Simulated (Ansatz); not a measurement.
**Changed inputs in constrained RPA: NaNiCl3 (cubic perovskite) (Pm-3m)**

Wanted: the sensitivity and cost of U and J for NaNiCl3 (cubic perovskite) (Pm-3m).

Method: constrained RPA on PBEsol, plane waves, PAW, in Ansatz 0.2.0.

The structure was built from a prototype and need not be the compound's stable phase.

## Step 1: Starting point

It takes space group Pm-3m (No. 221, cubic). The conventional cell has a = 4.621 Å, b = 4.621 Å, c = 4.621 Å, α = 90.00°, β = 90.00°, γ = 90.00°. Na has 12 Cl at 3.27 Å nearest. Nearest to Ni lie 6 Cl at 2.31 Å. Cl has 2 Ni at 2.31 Å and 4 Na at 3.27 Å nearest. Farther neighbours and most contacts between anions are not listed.

As a file:

```cif
data_structure
_symmetry_space_group_name_H-M 'Pm-3m'
_symmetry_Int_Tables_number 221
_cell_length_a 4.6209
_cell_length_b 4.6209
_cell_length_c 4.6209
_cell_angle_alpha 90.000
_cell_angle_beta 90.000
_cell_angle_gamma 90.000
_cell_volume 98.67
loop_
_atom_site_label
_atom_site_type_symbol
_atom_site_symmetry_multiplicity
_atom_site_Wyckoff_symbol
_atom_site_fract_x
_atom_site_fract_y
_atom_site_fract_z
_atom_site_occupancy
Na1 Na 1 a 0.00000 0.00000 0.00000 1
Ni1 Ni 1 b 0.50000 0.50000 0.50000 1
Cl1 Cl 3 c 0.00000 0.50000 0.50000 1
```

The structure was relaxed with PBEsol. The structure type comes from a generator and need not be one that this composition takes. The structure was generated from a model, not taken from a measurement. The runs that relaxed it are not among those shown. The program's search for lower electronic states was switched off, so nothing shows that the state found is the lowest. The default PAW set here is soft_2. Its files were made with PBE.

## Step 2: Base: Ni d, bands v4 to c1, 4×4×4 mesh, medium accuracy

Constrained RPA screens the interaction with every transition except those inside the target bands, which a later many-body model would treat itself.

The input, input.yaml:

```yaml
crystal:
  lattice:
    - [0.0, -4.6208549, 0.0]
    - [0.0, 0.0, 4.6208549]
    - [-4.6208549, 0.0, 0.0]
  atoms:
    - { symbol: Na, position: [0.0, 0.0, 0.0] }
    - { symbol: Ni, position: [0.5, 0.5, 0.5] }
    - { symbol: Cl, position: [0.5, 0.5, 0.0] }
    - { symbol: Cl, position: [0.5, 0.0, 0.5] }
    - { symbol: Cl, position: [0.0, 0.5, 0.5] }
kpoints:
  mp_grid: { grid: [6, 6, 6] }
hamiltonian:
  xc: pbesol
scf:
  occupations: { method: gaussian, width: 0.08 }
  n_extra_bands: 19
  max_iter: 150
  lower_state_search: "off"
output:
  crpa:
    kmesh: [4, 4, 4]
    target_bands: [v4, c1]
    projections: [{ species: Ni, l: d, shell: 3 }]
  local_orbitals:
    kmesh: [8, 8, 8]
    orbitals: [{ species: Ni, l: d, shell: 3 }]
    window: { bands: [v4, c1] }
    seedname: lo
```

On the command line:

```sh
$ ansatz run input.yaml --threads 4 --pin off --max-ram 9216MiB --backend cpu --events-out ev --progress --plain --runs-dir out
```

Numbers of over 12 decimals in the logs are rounded to 6 here.

The log of the run:

```text
scf.n_extra_bands = 19 over 24 filled bands (N_el = 48.0): the run solves 43 bands
Engine: ansatz 0.2.0, x86_64-unknown-linux-gnu
Pseudopotentials: kind: paw
Pseudopotential: Na, paw, valence charge 9, recommended cutoff 420 eV (normal), Na.paw.azcp
Pseudopotential: Ni, paw, valence charge 18, recommended cutoff 420 eV (normal), Ni.paw.azcp
Pseudopotential: Cl, paw, valence charge 7, recommended cutoff 420 eV (normal), Cl.paw.azcp
Functional definition: PBEsol
  exchange = pbesol_x
  correlation = pbesol_c
Crystal: 5 atoms, lattice volume = 98.666 Å³
Basis set: ecut = 420 eV, 1935 PW (Γ)
Bands: 43, of which v1, the nominal top of the filled ones, is band 24 counted from 1 (23 counted from 0)
Symmetry: 48 space group operations
Space group: Pm-3m (ITA 221), of the structure as read, at distance tolerance 4.6e-5 Å
k-points: 20 of 216
Non-local potential: Na, projectors of the file, l = 0: 3, l = 1: 2, l = 2: 1
Non-local potential: Ni, projectors of the file, l = 0: 3, l = 1: 2, l = 2: 3, l = 3: 1
Non-local potential: Cl, projectors of the file, l = 0: 2, l = 1: 2, l = 2: 2
PAW form: soft (Blöchl's): semilocal exchange-correlation on the pseudo side does not see the compensation charge
PAW frozen core: Na, regenerated for the run's functional, and the local potential with it (the file was generated under x = pbe(κ = 0.804, μ = 0.219515), c = pbe(β = 0.066725))
PAW frozen core: Ni, regenerated for the run's functional, and the local potential with it (the file was generated under x = pbe(κ = 0.804, μ = 0.219515), c = pbe(β = 0.066725))
PAW frozen core: Cl, regenerated for the run's functional, and the local potential with it (the file was generated under x = pbe(κ = 0.804, μ = 0.219515), c = pbe(β = 0.066725))
PAW one-centre angular grid: Na, 110 points (default); XC on 64 Gauss nodes
PAW one-centre angular grid: Ni, 590 points (default); XC on 64 Gauss nodes
PAW one-centre angular grid: Cl, 110 points (default); XC on 64 Gauss nodes
Initial density: superposition of atomic densities (neutral atoms: chi_scale 0, normalization atom), corrected by the library's trained network
Initial wavefunctions: pseudopotential atomic-orbital guess
Functional: x = pbesol(κ = 0.804, μ = 0.123457), c = pbesol(β = 0.046)
SCF iter   1: F=—  HF=-10468.075059 eV  |F-HF|=—  |Δ(HF+E_count)|=         —  Δρ=5.60e-3  dr2=2.27e-2  ethr=1.77e-3  ⟨swp⟩=5.2  Hψ=3632  notcnv=0  defer=192
preconditioner: auto → LDOS  [insulator: Δε(μ)=0.293 eV  Ē_g=17.902 eV  σ=0.080 eV  W_gap=0.78  n_scr=26 (ndim 8)  ℏωp=23.0 eV  f_vac=0.086  D(μ)=2.17/eV (n_scr^D=18)  ε∞_Penn≈2.7  β→1.0]
SCF iter   2: F=—  HF=-10468.074567 eV  |F-HF|=—  |Δ(HF+E_count)|=   4.92e-4  Δρ=5.94e-3  dr2=2.06e-2  ethr=4.74e-5  ⟨swp⟩=2.0  Hψ=1634  notcnv=0  defer=244
[...]
NSCF: frozen V_eff on 38 k-points
NSCF: frozen V_eff on 10 k-points
[...]
cRPA screening: q 1/64
cRPA screening: q 2/64
cRPA screening: q 8/64 (q-point 3)
cRPA screening: q 11/64 (q-point 6)
cRPA screening: q 23/64 (q-point 7)
cRPA screening: q 35/64 (q-point 11)
cRPA screening: q 38/64 (q-point 22)
cRPA screening: q 46/64 (q-point 23)
cRPA screening: q 58/64 (q-point 27)
cRPA screening: q 64/64 (q-point 43)
SCF converged after 7 iterations
Free energy (F): -10468.067577 eV
Harris-Foulkes:  -10468.067577 eV  (|F-HF|=1.92e-8)
Internal energy: -10468.060619 eV  (E = F + TS)
E sigma→0 (E₀):  -10468.064098 eV
Entropy (-TS):   -0.006958 eV (-1.392 meV/atom)
Fermi energy:    5.200628 eV
--- Per-component energies (eV) ---
  E_band       = -730.055161
  E_kinetic    = 886.588849
  E_local      = -7452.669125  (includes V_loc(G=0)·N_el)
  E_nonlocal   = 847.073910
  E_hartree    = 3037.205237
  E_xc         = -439.626948
  E_vxc        = -521.642862  (∫ρ·V_xc dr)
  E_paw        = -3779.045662  (= ΣΔE_a)
  E_vpaw       = -563.813711  (= ΣTr[D̂ρ^β])
  E_aug_tail   = 0.000724  (compensation charges beyond the density's cutoff)
  E_ewald      = -3568.074883
  E_core_change = 0.487279  (= ΣΔE_core)
  E_smearing   = -0.006958  (= −TS)
  E_closure    = 0.000000  (closes the sum)
  Σ components = -10468.067577   (vs F -10468.067577, Δ=0.00e0)
--- Band table (eV; the first three rows and the last of 20) ---
  k-point 0: bands = [... 20 lower, 3.8397, 3.8397, 3.8397, 4.1362, 4.1362, 8.0634, 9.0061, 12.1734, ... 15 higher]
  k-point 1: bands = [... 20 lower, 3.8423, 4.1371, 4.2388, 4.2388, 4.6093, 8.4647, 9.5722, 12.1775, ... 15 higher]
  k-point 2: bands = [... 20 lower, 3.8476, 4.1388, 4.6124, 4.6124, 4.9773, 9.5541, 10.9203, 11.8722, ... 15 higher]
  k-point 19: bands = [... 20 lower, 4.7384, 4.7384, 4.7384, 7.0344, 7.0344, 9.1035, 11.8117, 11.8117, ... 15 higher]
--- cRPA (band scheme, projected local orbitals): target bands 21..25 (1-based), 5 Wannier function(s), 4×4×4 mesh, 50 bands' worth read of 55 solved, ecut_chi 136.0 eV, v(q+G=0) probe_charge, pair densities all_electron ---
  bands read: the sum over 50 bands ends inside a degenerate multiplet in 5 slots, whose members it reads at an even weight; the widest, k=0: bands 50 to 52 (counted from 1) at 1/3 each
  χ-basis size per q: N_G = 350..368
  window electrons = 8.0000, filled by tetrahedron_uncorrected; constrained ε̄⁻¹(q = 0, 0) head = 0.298985; min gauge Gram eig = 0.5268
  Kanamori averages over each shell's own Wannier functions (sites counted from 0, functions from 1):
    Site 1, 3D, 5 of 5 d orbitals (Wannier functions 1, 2, 3, 4, 5; wannier90's mr 1, 2, 3, 4, 5):
      screened: U = 4.3741 eV, U' = 3.4125 eV, J = 0.4676 eV
      screened d-shell averages: U_bar = F0 = 3.6048 eV, J_bar = 0.6599 eV
      screened, to within: U = 4.8e-3 eV, U' = 4.8e-3 eV, J = 6.3e-4 eV
      screened d-shell averages, to within: U_bar = 3.8e-3 eV, J_bar = 8.9e-4 eV
      bare: V = 18.4056 eV, V' = 17.1524 eV, J = 0.5887 eV
      bare d-shell averages: V_bar = F0 = 17.4030 eV, J_bar = 0.8394 eV
  Hermiticity witness max|P − P†| over intra, direct and exchange elements: 1.24e-14 eV (screened), 7.74e-19 eV (bare)
  Reality witness max|Im| over intra, direct and exchange elements: 1.03e-17 eV (screened), 4.80e-17 eV (bare)
```

Run time: 64 s. Hardware: 4 threads of Intel Xeon 6975P-C (Granite Rapids), shared host; peak memory 0.77 GiB.

The column dr2 measures how far the density is from self-consistency, as an energy; F and HF (Harris–Foulkes) agree once it is small.

This step gave:

- U: 4.374 eV
- U prime (inter-orbital): 3.412 eV
- J: 0.4676 eV
- bare V: 18.41 eV
- bare J: 0.5887 eV
- stated bound on U: 0.004755 eV
- U over bare V: 0.2376
- electrons in the window: 8.000
- head of the constrained inverse dielectric matrix: 0.2990
- least eigenvalue of the projection's overlap: 0.5268
- target functions: 5
- bands in the sums: 50
- r.m.s. miss of the model bands: 0.004998 eV
- width of the target bands: 3.195 eV
- weight of the projected orbitals in the window: 0.7684

On the Ni d shell, screening brings the on-site interaction from 18.4 eV down to U = 4.37 eV.

## Step 3: Changed: 2×2×2 mesh

Changes to input.yaml since step 2:

```diff
@@ -22,9 +22,4 @@
   crpa:
-    kmesh: [4, 4, 4]
+    kmesh: [2, 2, 2]
     target_bands: [v4, c1]
     projections: [{ species: Ni, l: d, shell: 3 }]
-  local_orbitals:
-    kmesh: [8, 8, 8]
-    orbitals: [{ species: Ni, l: d, shell: 3 }]
-    window: { bands: [v4, c1] }
-    seedname: lo
```

The log of the run:

```text
[...]
Crystal: 5 atoms, lattice volume = 98.666 Å³
Basis set: ecut = 420 eV, 1935 PW (Γ)
Bands: 43, of which v1, the nominal top of the filled ones, is band 24 counted from 1 (23 counted from 0)
Symmetry: 48 space group operations
[...]
k-points: 20 of 216
[...]
SCF iter   1: F=—  HF=-10468.075059 eV  |F-HF|=—  |Δ(HF+E_count)|=         —  Δρ=5.60e-3  dr2=2.27e-2  ethr=1.77e-3  ⟨swp⟩=5.2  Hψ=3632  notcnv=0  defer=192
[...]
SCF iter   7: F=-10468.067577 eV  HF=-10468.067577 eV  |F-HF|=1.92e-8  |Δ(HF+E_count)|=   5.49e-7  Δρ=6.50e-6  dr2=8.26e-9  ethr=2.08e-10  ⟨swp⟩=9.9  Hψ=4556  notcnv=0
SCF 1 converged in 7 iterations: F = -10468.067577 eV  dr2 = 8.26e-9
[...]
NSCF: frozen V_eff on 4 k-points
[...]
cRPA screening: q 1/8
cRPA screening: q 2/8
cRPA screening: q 5/8 (q-point 4)
cRPA screening: q 8/8
SCF converged after 7 iterations
Free energy (F): -10468.067577 eV
[...]
Internal energy: -10468.060619 eV  (E = F + TS)
E sigma→0 (E₀):  -10468.064098 eV
Entropy (-TS):   -0.006958 eV (-1.392 meV/atom)
Fermi energy:    5.200628 eV
[...]
--- Band table (eV; the first three rows and the last of 20) ---
  k-point 0: bands = [... 20 lower, 3.8397, 3.8397, 3.8397, 4.1362, 4.1362, 8.0634, 9.0061, 12.1734, ... 15 higher]
  k-point 1: bands = [... 20 lower, 3.8423, 4.1371, 4.2388, 4.2388, 4.6093, 8.4647, 9.5722, 12.1775, ... 15 higher]
  k-point 2: bands = [... 20 lower, 3.8476, 4.1388, 4.6124, 4.6124, 4.9773, 9.5541, 10.9203, 11.8722, ... 15 higher]
  k-point 19: bands = [... 20 lower, 4.7384, 4.7384, 4.7384, 7.0344, 7.0344, 9.1035, 11.8117, 11.8117, ... 15 higher]
[...]
χ-basis size per q: N_G = 356..368
[...]
screened: U = 5.2664 eV, U' = 4.1919 eV, J = 0.5266 eV
      screened d-shell averages: U_bar = F0 = 4.4068 eV, J_bar = 0.7415 eV
      screened, to within: U = 1.3e-2 eV, U' = 1.3e-2 eV, J = 8.0e-4 eV
      screened d-shell averages, to within: U_bar = 1.2e-2 eV, J_bar = 1.2e-3 eV
      bare: V = 20.2104 eV, V' = 18.8505 eV, J = 0.6553 eV
      bare d-shell averages: V_bar = F0 = 19.1225 eV, J_bar = 0.9273 eV
[...]
```

Run time: 9.6 s. Hardware: 4 threads; peak memory 0.66 GiB.

This step gave:

```yaml
u: 5.266 eV
u_prime_inter_orbital: 4.192 eV
j: 0.5266 eV
bare_v: 20.21 eV
bare_j: 0.6553 eV
stated_bound_on_u: 0.01269 eV
u_over_bare_v: 0.2606
electrons_in_the_window: 8.000
head_of_the_constrained_inverse_dielectric_matrix: 0.2493
least_eigenvalue_of_the_projection_s_overlap: 0.5268
target_functions: 5
bands_in_the_sums: 50
width_of_the_target_bands: 3.195 eV
weight_of_the_projected_orbitals_in_the_window: 0.7684
```

On the Ni d shell, screening brings the on-site interaction from 20.2 eV down to U = 5.27 eV.

## Step 4: Changed: 6×6×6 mesh

Changes to input.yaml since step 3:

```diff
@@ -22,3 +22,3 @@
   crpa:
-    kmesh: [2, 2, 2]
+    kmesh: [6, 6, 6]
     target_bands: [v4, c1]
```

The log of the run:

```text
[...]
Crystal: 5 atoms, lattice volume = 98.666 Å³
Basis set: ecut = 420 eV, 1935 PW (Γ)
Bands: 43, of which v1, the nominal top of the filled ones, is band 24 counted from 1 (23 counted from 0)
Symmetry: 48 space group operations
[...]
k-points: 20 of 216
[...]
χ-basis size per q: N_G = 344..368
[...]
screened: U = 4.3012 eV, U' = 3.3525 eV, J = 0.4604 eV
      screened d-shell averages: U_bar = F0 = 3.5423 eV, J_bar = 0.6501 eV
      screened, to within: U = 4.8e-3 eV, U' = 4.8e-3 eV, J = 6.2e-4 eV
      screened d-shell averages, to within: U_bar = 3.8e-3 eV, J_bar = 8.7e-4 eV
      bare: V = 18.1620 eV, V' = 16.9202 eV, J = 0.5801 eV
      bare d-shell averages: V_bar = F0 = 17.1686 eV, J_bar = 0.8285 eV
[...]
[key lines of the parts left out:]
SCF converged after 7 iterations
Free energy (F): -10468.067577 eV
Fermi energy:    5.200628 eV
```

It took 8.3 min on 4 threads; peak memory 1.1 GiB.

This step gave:

| Item | Value |
| --- | --- |
| U | 4.301 eV |
| U prime (inter-orbital) | 3.353 eV |
| J | 0.4604 eV |
| bare V | 18.16 eV |
| bare J | 0.5801 eV |
| stated bound on U | 0.004733 eV |
| U over bare V | 0.2368 |
| electrons in the window | 8.000 |
| head of the constrained inverse dielectric matrix | 0.3022 |
| least eigenvalue of the projection's overlap | 0.5268 |
| target functions | 5 |
| bands in the sums | 50 |
| width of the target bands | 3.195 eV |
| weight of the projected orbitals in the window | 0.7684 |

On the Ni d shell, screening brings the on-site interaction from 18.2 eV down to U = 4.30 eV.

## Step 5: Changed: sums over states on smooth products

Changes to input.yaml since step 4:

```diff
@@ -22,4 +22,8 @@
   crpa:
-    kmesh: [6, 6, 6]
+    kmesh: [4, 4, 4]
     target_bands: [v4, c1]
     projections: [{ species: Ni, l: d, shell: 3 }]
+    accuracy: sum_over_states
+    pair_densities: pseudo
+    n_empty_bands: 48
+    ecut_chi: 136
```

The log of the run:

```text
[...]
Crystal: 5 atoms, lattice volume = 98.666 Å³
Basis set: ecut = 420 eV, 1935 PW (Γ)
Bands: 43, of which v1, the nominal top of the filled ones, is band 24 counted from 1 (23 counted from 0)
Symmetry: 48 space group operations
[...]
k-points: 20 of 216
[...]
χ-basis size per q: N_G = 350..368
[...]
U and J over all bands: no bound (output.crpa.accuracy: sum_over_states); those below are of the sums over the bands read on the sphere of ecut_chi alone
[...]
screened: U = 4.9702 eV, U' = 3.7999 eV, J = 0.5678 eV
      screened d-shell averages: U_bar = F0 = 4.0339 eV, J_bar = 0.8019 eV
      bare: V = 18.4056 eV, V' = 17.1524 eV, J = 0.5887 eV
      bare d-shell averages: V_bar = F0 = 17.4030 eV, J_bar = 0.8394 eV
[...]
[key lines of the parts left out:]
SCF converged after 7 iterations
Free energy (F): -10468.067577 eV
Fermi energy:    5.200628 eV
```

Run time: 5.2 s. Hardware: 4 threads; peak memory 0.59 GiB.

This variant gives U = 4.97 eV against 4.37 eV. It is a finite sum over empty states with no bound on its error and stays out of the table below.

(Part 1 of 2 ends here.)

[Paths, hosts, dates, memory and timing lines, banners, echoed tables and standing remarks are left out of the program output.]

[Logs are printed without paths, hosts, clocks, repeated set-up lines and the standing remarks that a program may print on its own settings, such as how far it seeks lower states.]

[Runs of the session that timed out or met a known fault of the program may be left out.]

[Hosts, paths, dates, database ids (printed as entryN), source tags and the programs' standing remarks are cut or masked in the printed files.]
